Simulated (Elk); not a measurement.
## Magnetic state of Cobalt from several starts

Wanted: the moments of Cobalt and the energy of each order that was tried.

Calculated with Elk 11.2.3 (patched build); PBE; all-electron APW+lo, Dirac cores, scalar-relativistic bands.

## 1. The starting structure

The structure is hexagonal, space group P6_3/mmc (No. 194). The conventional cell has a = 2.507 Å, b = 2.507 Å, c = 4.070 Å, α = 90.00°, β = 90.00°, γ = 120.00°. Nearest to Co lie 12 Co at 2.50 to 2.51 Å.

## 2. Start 1: ferro ++

The parallel start comes first: it fits the smallest cell, keeps the most symmetry and shows whether parallel moments form.

Moments are seeded by fields in the spheres (the last three columns under atoms), set against the wanted direction and reduced each loop.

Contents of elk.in:

```
tasks
  0

xctype
  20

reducebf
  0.5

epsengy
  1e-05

maxscl
  100

rgkmax
  7.0

nempty
  12

swidth
  0.003

lmaxi
  3

spinpol
  .true.

sppath
  './'

avec
  4.73829928489 0.00000000000 0.00000000000
  -2.36914964244 4.10348755135 0.00000000000
  0.00000000000 0.00000000000 7.69099635461

atoms
  1
  'Co.in'
  2
  0.3333333333 0.6666666667 0.2500000000   0.000000 0.000000 -0.060000
  0.6666666667 0.3333333333 0.7500000000   0.000000 0.000000 -0.060000

ngridk
  12 12 6
```

Started as:

```console
OMP_NUM_THREADS=2 elk
```

Numbers of over 12 decimals in the logs are rounded to 6 here.

The log of the run:

```text
Warning(gndstate): core states of species 1 leak from the muffin-tin :   0.6699123853E-03

--- INFO.OUT ---
┌─────────────────────────┐
│ Elk code version 11.2.3 │
└─────────────────────────┘

All units are atomic (Hartree, Bohr, etc.)

┌─────────────────────────────────────────────────┐
│ Ground-state run starting from atomic densities │
└─────────────────────────────────────────────────┘

Lattice vectors :
   4.738299285       0.000000000       0.000000000
  -2.369149642       4.103487551       0.000000000
   0.000000000       0.000000000       7.690996355

Reciprocal lattice vectors :
   1.326042305      0.7655908820      -0.000000000
   0.000000000       1.531181764       0.000000000
   0.000000000      -0.000000000      0.8169533592

Unit cell volume      :    149.5402886
Brillouin zone volume :    1.658751737

Muffin-tin inner radius fraction :   0.1000000000E-01

Nuclei treated as point charges

Species : 1 (Co)
 parameters loaded from : Co.in
 name : cobalt
 nuclear charge    :   -27.00000000
 electronic charge :    27.00000000
 atomic mass :    107428.6517
 muffin-tin radius :    2.334644196
 number of radial points in muffin-tin :    993
 inner part over the whole radius :   0.9921812145E-02
 number on inner part of muffin-tin    :    700
 approximate nuclear radius :   0.7243775530E-04
 number of mesh points to nuclear radius :    334
 atomic positions (lattice), magnetic fields (Cartesian) :
  1 :   0.33333333  0.16666667  0.25000000    0.00000000  0.00000000 -0.06000000
  2 :  -0.33333333 -0.16666667 -0.25000000    0.00000000  0.00000000 -0.06000000

Total number of atoms per unit cell :    2
Total muffin-tin volume :    106.6057705
 ratio of muffin-tin to unit cell volume :   0.7128899609

Spin treatment :
 spin-polarised
 global magnetic field (Cartesian) :    0.000000000       0.000000000       0.000000000
 collinear magnetisation in z-direction

Number of Bravais lattice symmetries :   24
Number of crystal symmetries         :   24
Crystal has inversion symmetry
Real symmetric eigensolver will be used

k-point grid :     12    12     6
k-point offset :    0.000000000       0.000000000       0.000000000
k-point set is reduced with full crystal symmetry group
Total number of k-points :       76

Muffin-tin radius times maximum |G+k| :    7.000000000
 using average radius
Maximum |G+k| for APW functions       :    2.998315551
Maximum (1/2)|G+k|²                   :    4.494948072
Maximum |G| for potential and density :    12.00000000
Constant for pseudocharge density :    7
 order of it for each species :   14
 order of it for pair densities of each species (exact exchange by exxq0 0: 14) :   10
Radial integration step length :    1

G-vector grid sizes :     20    20    30
Number of G-vectors :     4331

Maximum angular momentum used for
 APW functions            :    8
 outer part of muffin-tin :    6
 inner part of muffin-tin :    3

Total nuclear charge    :   -54.00000000
Total core charge       :    24.00000000
Total valence charge    :    30.00000000
Total excess charge     :    0.000000000
Total electronic charge :    54.00000000

Effective Wigner radius, rₛ :   0.8711480090

Number of empty states         :     24
Total number of valence states :     80
Total number of core states    :     24

Third-order local-orbitals added for an l without core states : T
Total number of local-orbitals :     44

Exchange-correlation functional :     20     0     0
 Perdew-Burke-Ernzerhof, Phys. Rev. Lett. 77, 3865 (1996)
 gradient requirement :    1
 generalised gradient approximation (GGA)

Smearing type :    3
 Fermi-Dirac
Smearing width :   0.3000000000E-02
Effective electronic temperature (K) :    947.3250744

Mixing type :    3
 Broyden mixing, J. Phys. A: Math. Gen. 17, L317 (1984)

Kohn-Sham potential initialised from atomic data

┌──────────────────────────────┐
│ Self-consistent loop started │
└──────────────────────────────┘

┌─────────────────┐
│ Loop number : 1 │
└─────────────────┘

Energies :
 Fermi                       :     0.209217
 sum of occupied eigenvalues :     -1612.4050249787
 electron kinetic            :      2825.0396856293
 core electron kinetic       :      2558.1813408137
 Coulomb                     :     -5493.0603106505
 Coulomb potential           :     -4282.0022571356
 nuclear-nuclear             :     -499.77031406297
 electron-nuclear            :     -5725.1087483826
 Hartree                     :      731.81875179514
 Madelung                    :     -3352.0591820827
 xc potential                :     -155.21638577645
 xc effective B-field        :    -0.168816
 external B-field            :      0.000000
 exchange                    :     -116.59127946432
 correlation                 :     -2.548976
 electron entropic           :    -0.16187259062599E-02
 total energy                :     -2787.1624996699
 (external B-field energy excluded from total)

Density of states at Fermi energy :    54.71031230
 (states/Hartree/unit cell)

Estimated indirect band gap :   0.9591980227E-03
 from k-point 2 to k-point 27
Estimated direct band gap   :   0.3915657188E-02
 at k-point 50

Charges :
 core                        :    24.00000000
 valence                     :    30.00000000
 interstitial                :    1.794605681
 muffin-tins (core leakage)
  species : 1 (Co)
   atom 1                    :    26.10269716     (  0.6902775035E-03)
   atom 2                    :    26.10269716     (  0.6902775035E-03)
 total in muffin-tins        :    52.20539432
 total calculated charge     :    53.99705467
 total charge                :    54.00000000
 error                       :   0.2945326483E-02

Moments :
 interstitial                :  -0.1010314222
 muffin-tins
  species : 1 (Co)
   atom 1                    :    1.945623713
   atom 2                    :    1.945623713
 total in muffin-tins        :    3.891247425
 total moment                :    3.790216003

┌─────────────────┐
│ Loop number : 2 │
└─────────────────┘

Energies :
 Fermi                       :     0.209692
 sum of occupied eigenvalues :     -1612.3965568398
 electron kinetic            :      2820.9942518995
 core electron kinetic       :      2556.0363585014
 Coulomb                     :     -5493.1766422502
 Coulomb potential           :     -4281.9400565590
 nuclear-nuclear             :     -499.77031406297
 electron-nuclear            :     -5725.4044167606
 Hartree                     :      731.99808857336
 Madelung                    :     -3352.2066139707
 xc potential                :     -151.26732949144
 xc effective B-field        :    -0.168293
 external B-field            :      0.000000
 exchange                    :     -116.60217897705
 correlation                 :     -2.548984
 electron entropic           :    -0.16183271599483E-02
 total energy                :     -2791.3351715778
 (external B-field energy excluded from total)

Density of states at Fermi energy :    54.65985674
 (states/Hartree/unit cell)

Estimated indirect band gap :   0.1022170848E-02
 from k-point 2 to k-point 67
Estimated direct band gap   :   0.4265233296E-02
 at k-point 50

Charges :
 core                        :    24.00000000
 valence                     :    30.00000000
 interstitial                :    1.791140597
 muffin-tins (core leakage)
  species : 1 (Co)
   atom 1                    :    26.10442970     (  0.6895213622E-03)
   atom 2                    :    26.10442970     (  0.6895213622E-03)
 total in muffin-tins        :    52.20885940
 total calculated charge     :    53.99705595
 total charge                :    54.00000000
 error                       :   0.2944051861E-02

Moments :
 interstitial                :  -0.1014211797
 muffin-tins
  species : 1 (Co)
   atom 1                    :    1.942079713
   atom 2                    :    1.942079713
 total in muffin-tins        :    3.884159426
 total moment                :    3.782738247

RMS change in Kohn-Sham potential (target) :    6.622763725     (  0.1000000000E-05)
Absolute change in total energy (target)   :    4.172671908     (  0.1000000000E-04)

[... loops 3 to 15 left out ...]

┌──────────────────┐
│ Loop number : 16 │
└──────────────────┘

Energies :
 Fermi                       :     0.302348
 sum of occupied eigenvalues :     -1607.0372121597
 electron kinetic            :      2828.1859715732
 core electron kinetic       :      2558.2655053648
 Coulomb                     :     -5495.7278714076
 Coulomb potential           :     -4280.1667270420
 nuclear-nuclear             :     -499.77031406297
 electron-nuclear            :     -5732.3362887967
 Hartree                     :      736.37873145207
 Madelung                    :     -3355.6445078866
 xc potential                :     -154.92471721681
 xc effective B-field        :    -0.131739
 external B-field            :      0.000000
 exchange                    :     -116.85388471839
 correlation                 :     -2.549713
 electron entropic           :    -0.15916285560450E-02
 total energy                :     -2786.9470893413
 (external B-field energy excluded from total)

Density of states at Fermi energy :    53.61045221
 (states/Hartree/unit cell)

Estimated indirect band gap :   0.3729180861E-03
 from k-point 63 to k-point 27
Estimated direct band gap   :   0.1795023422E-02
 at k-point 22

Charges :
 core                        :    24.00000000
 valence                     :    30.00000000
 interstitial                :    1.692723968
 muffin-tins (core leakage)
  species : 1 (Co)
   atom 1                    :    26.15363802     (  0.6699123679E-03)
   atom 2                    :    26.15363802     (  0.6699123679E-03)
 total in muffin-tins        :    52.30727603
 total calculated charge     :    53.99708254
 total charge                :    54.00000000
 error                       :   0.2917462217E-02

Moments :
 interstitial                :  -0.1013525881
 muffin-tins
  species : 1 (Co)
   atom 1                    :    1.717484015
   atom 2                    :    1.717484015
 total in muffin-tins        :    3.434968030
 total moment                :    3.333615442

RMS change in Kohn-Sham potential (target) :   0.1494461933E-06 (  0.1000000000E-05)
Absolute change in total energy (target)   :   0.3573489721E-05 (  0.1000000000E-04)

Convergence targets achieved

┌──────────────────┐
│ Loop number : 17 │
└──────────────────┘

Energies :
 Fermi                       :     0.302348
 sum of occupied eigenvalues :     -1607.0372093467
 electron kinetic            :      2828.1859708353
 core electron kinetic       :      2558.2655065212
 Coulomb                     :     -5495.7278677380
 Coulomb potential           :     -4280.1667274219
 nuclear-nuclear             :     -499.77031406297
 electron-nuclear            :     -5732.3362807399
 Hartree                     :      736.37872706480
 Madelung                    :     -3355.6445040271
 xc potential                :     -154.92471301829
 xc effective B-field        :    -0.131740
 external B-field            :      0.000000
 exchange                    :     -116.85388463190
 correlation                 :     -2.549713
 electron entropic           :    -0.15916278135349E-02
 total energy                :     -2786.9470863056
 (external B-field energy excluded from total)

Density of states at Fermi energy :    53.61042205
 (states/Hartree/unit cell)

Estimated indirect band gap :   0.3729139469E-03
 from k-point 63 to k-point 27
Estimated direct band gap   :   0.1795015842E-02
 at k-point 22

Charges :
 core                        :    24.00000000
 valence                     :    30.00000000
 interstitial                :    1.692724048
 muffin-tins (core leakage)
  species : 1 (Co)
   atom 1                    :    26.15363798     (  0.6699123853E-03)
   atom 2                    :    26.15363798     (  0.6699123853E-03)
 total in muffin-tins        :    52.30727595
 total calculated charge     :    53.99708254
 total charge                :    54.00000000
 error                       :   0.2917462323E-02

Moments :
 interstitial                :  -0.1013546235
 muffin-tins
  species : 1 (Co)
   atom 1                    :    1.717484399
   atom 2                    :    1.717484399
 total in muffin-tins        :    3.434968797
 total moment                :    3.333614174

┌──────────────────────────────┐
│ Self-consistent loop stopped │
└──────────────────────────────┘

Warning : core states of species 1 leak from the muffin-tin :   0.6699123853E-03

Wrote STATE.OUT
```

The job ended after 2 min (2 threads of Arm Neoverse V2, shared host; peak memory 0.15 GiB; 3.9 min of CPU time).

Read from the output:

```
density of states at the Fermi level : 1.970 states/eV/cell
moment between the spheres           : -0.1014 μB
magnetization                        : 3.334 μB
final state                          : ferromagnetic
largest moment                       : 1.717 μB
```

After 17 cycles the largest moment stands at 1.72 μB.

(Continued in part 2 of 3.)

[Logs and program files are shortened in this print: banners, set-up blocks, solver, clock and traceback lines can be left out without a mark of their own.]

[Logs are printed without paths, hosts, clocks, repeated set-up lines and the standing remarks that a program may print on its own settings, such as how far it seeks lower states.]

[Hosts, paths, dates, database ids (printed as entryN), source tags and the programs' standing remarks are cut or masked in the printed files.]

[Where a cell is said to come from a database of computed structures, the database is the Materials Project.]
